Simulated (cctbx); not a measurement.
# Lattice, Laue class and space group of a new crystal

Cell: a = 7.6690 Å, b = 7.6690 Å, c = 4.3140 Å, α = 90.00°, β = 90.00°, γ = 120.00°. Expected content of the cell: Tl3 Gd3 Rh3.

Simulated single-crystal data (cctbx): synchrotron X-rays, λ = 0.4959 Å, to d = 0.65 Å, 80 % of the full sphere, strongest reflection 20000 counts, noise from counting, a 1.5 % proportional error and a noise floor of 4 counts (s.d.); no absorption.

Tests on the unmerged data give:

```text
2681 reflections to d = 0.650 A
centring   violations  <I/sigma> of those
    A       1260 of  1344     18.0
    B       1261 of  1348     17.9
    C       1297 of  1358     18.5
    I       1252 of  1339     17.8
    R       1754 of  1832     18.4
    F       1909 of  2025     18.1
Laue class    unique    Rint  (classes that these axes allow; Friedel mates merged)
P -1             1617   0.037
P 1 1 2/m         933   0.038
P -3              565   0.039
P -3 1 m          317   0.040
P -3 m 1          339   0.040
P 6/m             317   0.041
P 6/m m m         204   0.041
space group    extra absences  I>4sigma  <I/sigma>
P 6 2 2                 0          0         -  acentric
P 6 m m                 0          0         -  acentric
P -6 m 2                0          0         -  acentric
P -6 2 m                0          0         -  acentric
P 6/m m m               0          0         -  centric
Wilson B = 1.32 A^2   <|E^2-1|> = 0.628 (0.968 centric, 0.736 acentric)   E^2>4: 0.0 %
shell (A)         n   <I/sigma>
 6.64 - 1.30     35     71.8
 1.30 - 1.03     28     57.8
 1.03 - 0.90     24     61.0
 0.90 - 0.82     24     49.0
 0.82 - 0.76     24     42.2
 0.76 - 0.72     22     48.2
 0.72 - 0.68     25     42.8
 0.68 - 0.65     22     35.9
```

Q: Read the symmetry from these tables.

Every centring test has many violations, so the lattice is primitive.

Rint stays low (0.037 to 0.041) up to P 6/m m m, the highest class in these axes. It includes Bijvoet differences, since Friedel mates are merged.

5 settings pass the absence test. No glide or screw absences show, which leaves P 6 2 2, P 6 m m, P -6 m 2, P -6 2 m and P 6/m m m.

⟨|E²−1|⟩ = 0.628 leans to a non-centrosymmetric structure, or to twinning, which lowers it. The Wilson B of 1.32 Å² means U ≈ 0.0167 Å².

The true group is P-62m (no. 189), Laue class 6/mmm, non-centrosymmetric. The tables only narrow the choice to the tied entries; cell content, site symmetry and trial solutions must settle it.

This is a model crystal, built by substitution and not relaxed, with assumed displacement parameters.

[Logs are printed without paths, hosts, clocks, repeated set-up lines and the standing remarks that a program may print on its own settings, such as how far it seeks lower states.]
